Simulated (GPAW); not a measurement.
# Settings that the conductance of a Au chain with one bond drawn out by 1.4 Å needs, part 4 of 4

How do the numerical settings move the conductance of a Au chain with one bond drawn out by 1.4 Å?

GPAW 26.7.0; GPAW LCAO, PAW setups; Landauer transmission from Green's functions with principal layers (ASE), zero bias.

So far, transmission at the Fermi level (one spin): step 2 (the reference run) 0.359; step 16 (varying the smearing: width = 0.4) 0.343; step 18 (width of the vacuum box) 0.384; step 19 (width of the vacuum box, box 6 × 6 Å) 0.368; step 20 (varying the width of the vacuum box, box 7.5 × 7.5 Å) 0.361.

## Step 21: Varying the width of the vacuum box, box 11 × 11 Å

The cell differs from the one that the last finished run ended in (a 7.500 → 11.000 Å, b 7.500 → 11.000 Å).

File run.py:

```python
import json
import numpy as np
from ase import Atoms
from ase.transport.calculators import TransportCalculator
from gpaw import GPAW, FermiDirac
from gpaw.lcao.tools import get_lcao_hamiltonian
from scipy.linalg import eigh

# The junction with lead layers at both ends, along the third cell vector
device = Atoms(
    ['Au', 'Au', 'Au', 'Au', 'Au', 'Au', 'Au', 'Au', 'Au', 'Au'],
    positions=[
        [5.50000, 5.50000, 1.30000],
        [5.50000, 5.50000, 3.90000],
        [5.50000, 5.50000, 6.50000],
        [5.50000, 5.50000, 9.10000],
        [5.50000, 5.50000, 11.70000],
        [5.50000, 5.50000, 15.70000],
        [5.50000, 5.50000, 18.30000],
        [5.50000, 5.50000, 20.90000],
        [5.50000, 5.50000, 23.50000],
        [5.50000, 5.50000, 26.10000]],
    cell=[[11.0, 0.0, 0.0], [0.0, 11.0, 0.0], [0.0, 0.0, 27.4]],
    pbc=True)

# One principal layer of the lead: the first 3 atoms of the device
lead = Atoms(
    ['Au', 'Au', 'Au'],
    positions=[
        [5.50000, 5.50000, 1.30000],
        [5.50000, 5.50000, 3.90000],
        [5.50000, 5.50000, 6.50000]],
    cell=[[11.0, 0.0, 0.0], [0.0, 11.0, 0.0], [0.0, 0.0, 7.8]],
    pbc=True)

settings = dict(mode='lcao', basis='dzp', xc='PBE', h=0.2,
                occupations=FermiDirac(0.1), maxiter=250,
                mixer=dict(beta=0.1, nmaxold=8, weight=100.0),
                convergence=dict(density=0.0001))
energies = np.arange(-2, 2 + 1e-9, 0.05)
eta = 0.0001
n1, n2 = 1, 1
# k and -k transmit alike, so half of the mesh across the current serves
mesh = [(i, j) for i in range(n1) for j in range(n2) if (i, j) <= (-i % n1, -j % n2)]
weights = np.array([1 if (i, j) == (-i % n1, -j % n2) else 2 for i, j in mesh]) / (n1 * n2)

# [... helper functions left out ...]
fermi_lead = ground_state(lead, (1, 1, 15), 'lead.txt')
fermi_device = ground_state(device, (1, 1, 3), 'device.txt')
# [... loop over the mesh left out, but for ...]
        # Shift the lead onto the potential of the device's first layer
        shift = ((H[:, 0, 0] - H0[:, 0, 0]) / S0[0, 0]).real.mean()
# [...]
kT = 8.617333e-5 * 77
bias = [0.1, 0.2, 0.5, 1.0, 1.5, 2.0]
# [... integrals and printing left out ...]
```

On the command line:

```console
$ OMP_NUM_THREADS=1 OPENBLAS_NUM_THREADS=2 python run.py
```

Log:

```text
basis functions: device 150, principal layer 45
Fermi level: lead -5.0185 eV, device -5.0163 eV; lead shifted by 0.0082 eV
largest coupling past the next layer 2.46e-07 eV, largest misfit of the first layer 0.042 eV
  E-E_F (eV)   T (one spin)  channels
    -2.000    7.8848e-02    3.0000
    -1.950    8.1104e-02    3.0000
    -1.900    8.3267e-02    3.0000
[...]
1.950    3.5206e-01    1.0000
     2.000    3.5164e-01    1.0000
conductance at 77 K: 0.35811 G0 a cell; thermopower -0.587 uV/K
current from the zero-bias T(E) at 0.1 V: 2.7718 uA
current from the zero-bias T(E) at 0.2 V: 5.5311 uA
current from the zero-bias T(E) at 0.5 V: 13.809 uA
current from the zero-bias T(E) at 1.0 V: 27.146 uA
current from the zero-bias T(E) at 1.5 V: 38.611 uA
current from the zero-bias T(E) at 2.0 V: 48.949 uA
```

Elapsed: 1.9 min, on 2 threads of Intel Xeon Platinum 8259CL at 2.50GHz (Skylake/Cascade Lake), shared host; peak memory 1.2 GiB.

One spin. Table of transmission, zone mean by energy, zero at the Fermi level:

```tsv
energy (eV)	transmission, zone mean
-2.000	0.0788
-1.800	0.0873
-1.600	0.0945
-1.400	0.0993
-1.200	0.0982
-1.000	0.126
-0.800	0.199
-0.600	0.227
-0.400	0.307
-0.300	0.371
-0.200	0.336
0.000	0.358
0.200	0.369
0.300	0.369
0.400	0.368
0.600	0.366
0.800	0.360
1.000	0.361
1.200	0.358
1.400	0.356
1.600	0.355
1.800	0.353
2.000	0.352
```

The conductance, 0.358 G₀, lies 0.3 % below that of the base run.

## Step 22: Width of the vacuum box, box 13 × 13 Å

The cell differs from the one that the last finished run ended in (a 11.000 → 13.000 Å, b 11.000 → 13.000 Å).

run.py, as its differences from that of step 21:

```diff
@@ -12,13 +12,13 @@
     positions=[
-        [5.50000, 5.50000, 1.30000],
-        [5.50000, 5.50000, 3.90000],
-        [5.50000, 5.50000, 6.50000],
-        [5.50000, 5.50000, 9.10000],
-        [5.50000, 5.50000, 11.70000],
-        [5.50000, 5.50000, 15.70000],
-        [5.50000, 5.50000, 18.30000],
-        [5.50000, 5.50000, 20.90000],
-        [5.50000, 5.50000, 23.50000],
-        [5.50000, 5.50000, 26.10000]],
-    cell=[[11.0, 0.0, 0.0], [0.0, 11.0, 0.0], [0.0, 0.0, 27.4]],
+        [6.50000, 6.50000, 1.30000],
+        [6.50000, 6.50000, 3.90000],
+        [6.50000, 6.50000, 6.50000],
+        [6.50000, 6.50000, 9.10000],
+        [6.50000, 6.50000, 11.70000],
+        [6.50000, 6.50000, 15.70000],
+        [6.50000, 6.50000, 18.30000],
+        [6.50000, 6.50000, 20.90000],
+        [6.50000, 6.50000, 23.50000],
+        [6.50000, 6.50000, 26.10000]],
+    cell=[[13.0, 0.0, 0.0], [0.0, 13.0, 0.0], [0.0, 0.0, 27.4]],
     pbc=True)
@@ -29,6 +29,6 @@
     positions=[
-        [5.50000, 5.50000, 1.30000],
-        [5.50000, 5.50000, 3.90000],
-        [5.50000, 5.50000, 6.50000]],
-    cell=[[11.0, 0.0, 0.0], [0.0, 11.0, 0.0], [0.0, 0.0, 7.8]],
+        [6.50000, 6.50000, 1.30000],
+        [6.50000, 6.50000, 3.90000],
+        [6.50000, 6.50000, 6.50000]],
+    cell=[[13.0, 0.0, 0.0], [0.0, 13.0, 0.0], [0.0, 0.0, 7.8]],
     pbc=True)
```

Log:

```text
basis functions: device 150, principal layer 45
Fermi level: lead -5.2325 eV, device -5.2191 eV; lead shifted by 0.0072 eV
largest coupling past the next layer 2.46e-07 eV, largest misfit of the first layer 0.042 eV
  E-E_F (eV)   T (one spin)  channels
    -2.000    7.8792e-02    3.0000
    -1.950    8.1053e-02    3.0000
    -1.900    8.3220e-02    3.0000
[...]
1.950    3.5201e-01    1.0000
     2.000    3.5160e-01    1.0000
conductance at 77 K: 0.35762 G0 a cell; thermopower -0.5931 uV/K
current from the zero-bias T(E) at 0.1 V: 2.7679 uA
current from the zero-bias T(E) at 0.2 V: 5.5232 uA
current from the zero-bias T(E) at 0.5 V: 13.79 uA
current from the zero-bias T(E) at 1.0 V: 27.119 uA
current from the zero-bias T(E) at 1.5 V: 38.57 uA
current from the zero-bias T(E) at 2.0 V: 48.886 uA
```

Elapsed: 2.4 min, on 2 threads; peak memory 1.5 GiB.

The conductance, 0.358 G₀, lies 0.4 % below that of the base run.

## Step 23: Convergence in the width of the vacuum box

The runs and the base run on one axis.

This step: convergence of the conductance (GPAW 26.7.0).

Table of conductance by width of the vacuum box:

```tsv
width of the vacuum box (Å)	conductance (G₀)
5.00	0.384
6.00	0.367
7.50	0.361
9.00	0.359
11.00	0.358
13.00	0.358
```

## Step 24: Summary of results

* conductance at the base settings: 0.359 G₀
* range over the k-points along the lead (2 to 30): 0.357 to 0.359 G₀
* range over the broadening (1.0e-6 to 0.05 eV): 0.198 to 0.360 G₀
* range over the smearing (0.01 to 0.4 eV): 0.343 to 0.372 G₀
* range over the width of the vacuum box (5 to 13 Å): 0.358 to 0.384 G₀

In words: At the base settings the conductance, averaged at 77 K, is 0.359 G₀. In the k-points along the lead, no value tried moves the conductance by 3 %. In the broadening, 0.001 eV already gives the conductance within 3 % of the finest value tried; currents at finite bias may need more. The smearing of the SCF moves the conductance between 0.343 and 0.372 G₀; a narrow width also needs more k-points. In the width of the vacuum box, 6 Å already gives the conductance within 3 % of the finest value tried; currents at finite bias may need more. T is read at the junction's Fermi level after the lead is aligned to it, so the test of the lead's mesh is blind to a shift of the lead's own level, and the junction's own mesh wasn't varied. Over the ranges tried, the broadening moves it most, counted as a ratio. The geometry was built from estimated bond lengths and not relaxed, so the numbers describe this model structure. Spin-orbit coupling is left out, which matters for the heavy atoms here. An evenly spaced straight chain is an idealisation: free chains tend to dimerise, zigzag or, where a band edge lies near the Fermi level, turn magnetic. The currents use the zero-bias T(E) throughout, which holds only while the bias is small against the distance to the nearest feature. The thermopower isn't quoted: it samples T(E) farther from the Fermi level than the conductance does, and the energy grid wasn't tested for it.

[Logs are printed without paths, hosts, clocks, repeated set-up lines and the standing remarks that a program may print on its own settings, such as how far it seeks lower states.]

[Hosts, paths, dates, database ids (printed as entryN), source tags and the programs' standing remarks are cut or masked in the printed files.]
